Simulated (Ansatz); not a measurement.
# armchair GaN nanoribbon (N = 4, H edges): bands by functional and under strain, part 2 of 2

What gap, if any, does the armchair GaN nanoribbon (N = 4, H edges) have, and how does it change with the functional and under strain?

Ansatz 0.2.0; DFT PBE, plane waves, PAW; relaxation of a wire's period (the session's first sound run).

So far, band gap (eV): step 3 (bands of the perfect wire, PBE) 3.23; step 4 (another level of theory, level LDA, cutoff 420 eV, LDA PBE) 3.28; step 5 (another level of theory, level PBEsol, cutoff 420 eV, PBEsol PBE) 3.29; step 6 (another level of theory, level r2SCAN, cutoff 500 eV, r2SCAN PBE) 3.72; step 8 (with spin-orbit coupling, PBE spin-orbit) 3.23.

## 9. At a strained period, period over the relaxed period 0.94, k-mesh 1×1×12

This step: DFT PBE, plane waves, PAW; relaxation at a fixed period (Ansatz 0.2.0).

The period is set to 0.94 times the relaxed one and the atoms relax within it: strain changes bond lengths and angles, which shifts the bands against each other. Against the first PBE run of this kind, the mesh along the wire has 12 points against 15.

The cell differs from the one that the last finished run ended in (c 5.581 → 5.246 Å).

Input file input.yaml:

```yaml
crystal:
  lattice:
    - [14.456, 0.0, 0.0]
    - [0.0, 7.0, 0.0]
    - [0.0, 0.0, 5.2461565462]
  atoms:
    - { symbol: Ga, position: [0.33125062, 0.5, 0.99861571] }
    - { symbol: Ga, position: [0.554078907, 0.5, 0.006680696] }
    - { symbol: "N", position: [0.339033713, 0.5, 0.326641737] }
    - { symbol: "N", position: [0.556713221, 0.5, 0.33856896] }
    - { symbol: H, position: [0.763009636, 0.5, 0.363975805] }
    - { symbol: H, position: [0.278394018, 0.5, 0.419571145] }
    - { symbol: Ga, position: [0.445954209, 0.5, 0.506680696] }
    - { symbol: Ga, position: [0.668782497, 0.5, 0.49861571] }
    - { symbol: "N", position: [0.443319895, 0.5, 0.83856896] }
    - { symbol: "N", position: [0.660999404, 0.5, 0.826641737] }
    - { symbol: H, position: [0.237023481, 0.5, 0.863975805] }
    - { symbol: H, position: [0.721639099, 0.5, 0.919571145] }
kpoints:
  mp_grid: { grid: [1, 1, 12] }
  band_path: { path: ["Γ", Z], npoints: 50 }
scf:
  occupations: { method: fermi_dirac, width: 0.05 }
hamiltonian:
  xc: pbe
relax:
  max_steps: 40
  f_tol: 0.02
output:
  stress: true
```

Run with:

```console
$ ansatz run input.yaml --threads 8 --pin off --max-ram 16384MiB --backend cpu --events-out ev --progress --plain --runs-dir out
```

It took 11 s on 8 threads of Intel Xeon Platinum 8488C (Sapphire Rapids), shared host; peak memory 2 GiB; 84 s of CPU time.

Step by step:

| step | energy less that of the first step (eV) | largest force component (eV/Å) |
| --- | --- | --- |
| 1 | 0.0000 | 2.1818 |
| 2 | -0.3370 | 1.0630 |
| 3 | -0.4721 | 0.2126 |
| 4 | -0.4753 | 0.1420 |
| 5 | -0.4775 | 0.0146 |
| 6 | -0.4775 | 0.0146 |

Forces are held to the 4 operations that the run works with; a distortion that breaks them can't arise in this run.

The atoms that moved most (Å):

| atom | dx | dy | dz | length |
| --- | --- | --- | --- | --- |
| H11 | -0.058 | 0.000 | -0.144 | 0.155 |
| H5 | 0.058 | 0.000 | -0.144 | 0.155 |
| H6 | -0.038 | 0.000 | 0.147 | 0.152 |
| H12 | 0.038 | 0.000 | 0.147 | 0.152 |
| Ga1 | -0.095 | 0.000 | -0.044 | 0.104 |
| Ga8 | 0.095 | 0.000 | -0.044 | 0.104 |
| N3 | -0.088 | 0.000 | 0.042 | 0.098 |
| N10 | 0.088 | 0.000 | 0.042 | 0.098 |

The relaxed structure:

```xyz
12
Lattice="14.4560 0.0000 0.0000 0.0000 7.0000 0.0000 0.0000 0.0000 5.2462" Properties=species:S:1:pos:R:3
Ga    4.6939    3.5000    5.1947
Ga    8.0240    3.5000   -0.0073
N     4.8131    3.5000    1.7559
N     8.0840    3.5000    1.8167
H    11.0880    3.5000    1.7659
H     3.9864    3.5000    2.3484
Ga    6.4324    3.5000    2.6158
Ga    9.7626    3.5000    2.5717
N     6.3725    3.5000    4.4398
N     9.6434    3.5000    4.3790
H     3.3685    3.5000    4.3890
H    10.4701    3.5000    4.9715
```

Numbers from this step:

```yaml
band_gap: 3.326 eV
```

The electronic bands at the labelled points (eV, zero at the Fermi level):

| point | band 35 | band 36 | band 37 | band 38 | band 39 | band 40 | band 41 | band 42 |
| --- | --- | --- | --- | --- | --- | --- | --- | --- |
| Γ | -2.79 | -2.29 | -1.74 | -1.66 | 1.66 | 2.77 | 2.98 | 3.13 |
| halfway | -2.62 | -2.55 | -2.08 | -1.86 | 1.93 | 2.66 | 3.04 | 3.04 |
| Z | -2.92 | -2.92 | -2.22 | -2.22 | 2.73 | 2.73 | 2.73 | 2.73 |

The gap is 3.33 eV, against 3.23 eV under PBE at the relaxed period.

## 10. At a strained period, period over the relaxed period 1.06, k-mesh 1×1×11

The period is set to 1.06 times the relaxed one and the atoms relax within it: strain changes bond lengths and angles, which shifts the bands against each other. Against the first PBE run of this kind, the mesh along the wire has 11 points against 15.

The cell differs from the one that the last finished run ended in (c 5.246 → 5.916 Å).

input.yaml, as its differences from that of step 9:

```diff
@@ -4,3 +4,3 @@
     - [0.0, 7.0, 0.0]
-    - [0.0, 0.0, 5.2461565462]
+    - [0.0, 0.0, 5.9158786584]
   atoms:
@@ -19,3 +19,3 @@
 kpoints:
-  mp_grid: { grid: [1, 1, 12] }
+  mp_grid: { grid: [1, 1, 11] }
   band_path: { path: ["Γ", Z], npoints: 50 }
```

Elapsed: 11 s, on 8 threads; peak memory 2.2 GiB.

The steps of the relaxation:

| step | energy less that of the first step (eV) | largest force component (eV/Å) |
| --- | --- | --- |
| 1 | 0.0000 | 0.9436 |
| 2 | -0.2127 | 0.4818 |
| 3 | -0.2678 | 0.0884 |
| 4 | -0.2689 | 0.0176 |
| 5 | -0.2689 | 0.0176 |

Forces are held to the 4 operations that the run works with; a distortion that breaks them can't arise in this run.

The atoms that moved most (Å):

| atom | dx | dy | dz | length |
| --- | --- | --- | --- | --- |
| H5 | -0.034 | 0.000 | 0.175 | 0.179 |
| H11 | 0.034 | 0.000 | 0.175 | 0.179 |
| H12 | -0.046 | 0.000 | -0.148 | 0.155 |
| H6 | 0.046 | 0.000 | -0.148 | 0.155 |
| N10 | -0.086 | 0.000 | -0.047 | 0.098 |
| N3 | 0.086 | 0.000 | -0.047 | 0.098 |
| Ga8 | -0.086 | 0.000 | 0.037 | 0.094 |
| Ga1 | 0.086 | 0.000 | 0.037 | 0.094 |

The relaxed structure:

```cif
data_structure
_symmetry_space_group_name_H-M 'P 1'
_symmetry_Int_Tables_number 1
_cell_length_a 14.4560
_cell_length_b 7.0000
_cell_length_c 5.9159
_cell_angle_alpha 90.000
_cell_angle_beta 90.000
_cell_angle_gamma 90.000
_cell_volume 598.64
loop_
_atom_site_label
_atom_site_type_symbol
_atom_site_fract_x
_atom_site_fract_y
_atom_site_fract_z
_atom_site_occupancy
Ga1 Ga 0.33720 0.50000 0.00487 1
Ga2 Ga 0.55323 0.50000 0.01040 1
N3 N 0.34497 0.50000 0.31876 1
N4 N 0.55507 0.50000 0.33186 1
H5 H 0.76064 0.50000 0.39364 1
H6 H 0.28159 0.50000 0.39451 1
Ga7 Ga 0.44680 0.50000 0.51040 1
Ga8 Ga 0.66283 0.50000 0.50487 1
N9 N 0.44496 0.50000 0.83186 1
N10 N 0.65506 0.50000 0.81876 1
H11 H 0.23939 0.50000 0.89364 1
H12 H 0.71845 0.50000 0.89451 1
```

Numbers from this step:

```yaml
band_gap: 2.864 eV
```

The gap is 2.86 eV, against 3.23 eV under PBE at the relaxed period.

## 11. A repeat with changed settings: kpoints.mp_grid.grid = [1, 1, 16]

This step: DFT LDA, plane waves, PAW; bands of a perfect wire at the PBE geometry; changed: kpoints.mp_grid.grid = [1, 1, 16] (Ansatz 0.2.0).

The atoms of the band run (LDA) are kept and the input is varied, to see whether the result depends on it.

input.yaml, as its differences from that of step 10:

```diff
@@ -4,3 +4,3 @@
     - [0.0, 7.0, 0.0]
-    - [0.0, 0.0, 5.9158786584]
+    - [0.0, 0.0, 5.5810176023]
   atoms:
@@ -19,3 +19,3 @@
 kpoints:
-  mp_grid: { grid: [1, 1, 11] }
+  mp_grid: { grid: [1, 1, 16] }
   band_path: { path: ["Γ", Z], npoints: 50 }
@@ -24,7 +24,2 @@
 hamiltonian:
-  xc: pbe
-relax:
-  max_steps: 40
-  f_tol: 0.02
-output:
-  stress: true
+  xc: lda
```

Run time: 7.5 s. Hardware: 8 threads; peak memory 2 GiB; 56 s of CPU time.

Numbers from this step:

```yaml
band_gap: 3.282 eV
```

It took 7.5 s against 6.4 s for the run it varies.

The band gap stays within 0.2 % plus 0.001 of the run it varies.

Against step 4 (now k-mesh 1×1×16), the band gap stays at 3.28 eV and the free energy stays within 0.05 meV an atom. The band gap moves by under 1 % between these two settings.

## 12. A repeat with changed settings

This step: DFT LDA, plane waves, PAW; bands of a perfect wire at the PBE geometry; changed: scf.occupations.method = "cold", scf.occupations.width = 0.025, crystal.symmetry = {"detect": false} (Ansatz 0.2.0).

input.yaml, as its differences from that of step 11:

```diff
@@ -18,7 +18,8 @@
     - { symbol: H, position: [0.721639099, 0.5, 0.919571145] }
+  symmetry: { detect: false }
 kpoints:
-  mp_grid: { grid: [1, 1, 16] }
+  mp_grid: { grid: [1, 1, 11] }
   band_path: { path: ["Γ", Z], npoints: 50 }
 scf:
-  occupations: { method: fermi_dirac, width: 0.05 }
+  occupations: { method: cold, width: 0.025 }
 hamiltonian:
```

The job ended after 6.5 s (8 threads; peak memory 2 GiB; 50 s of CPU time).

It took 6.5 s against 6.4 s for the run it varies.

The band gap stays within 0.2 % plus 0.001 of the run it varies.

Against step 4, the free energy stays within 0.05 meV an atom.

## 13. Outcome

| Quantity | Value |
| --- | --- |
| cell length, PBE | 5.581 Å |
| conductance, PBE | 1.6e-27 G₀ |
| gap, PBE | 3.23 eV |
| gap, LDA | 3.28 eV |
| gap, PBEsol | 3.29 eV |
| gap, r2SCAN | 3.72 eV |
| gap, with spin-orbit coupling | 3.23 eV |
| gap, period scaled by 0.94 | 3.33 eV |
| gap, period scaled by 1.06 | 2.86 eV |

Under PBE the cell's length is 5.58 Å, and a gap of 3.23 eV makes it a semiconductor. At the relaxed period the wire is gapped under every functional, from 3.23 eV (PBE) to 3.72 eV (r2SCAN). Weak screening in one dimension makes quasiparticle gaps larger than the semilocal gaps, as a rule. Strain matters: under PBE the gap goes from 3.23 eV to 3.33 eV at 0.94 times the period and 2.86 eV at 1.06 times the period. Transport is coherent and elastic here: the atoms are frozen, so scattering by vibrations plays no part.

[Logs are printed without paths, hosts, clocks, repeated set-up lines and the standing remarks that a program may print on its own settings, such as how far it seeks lower states.]

[Hosts, paths, dates, database ids (printed as entryN), source tags and the programs' standing remarks are cut or masked in the printed files.]
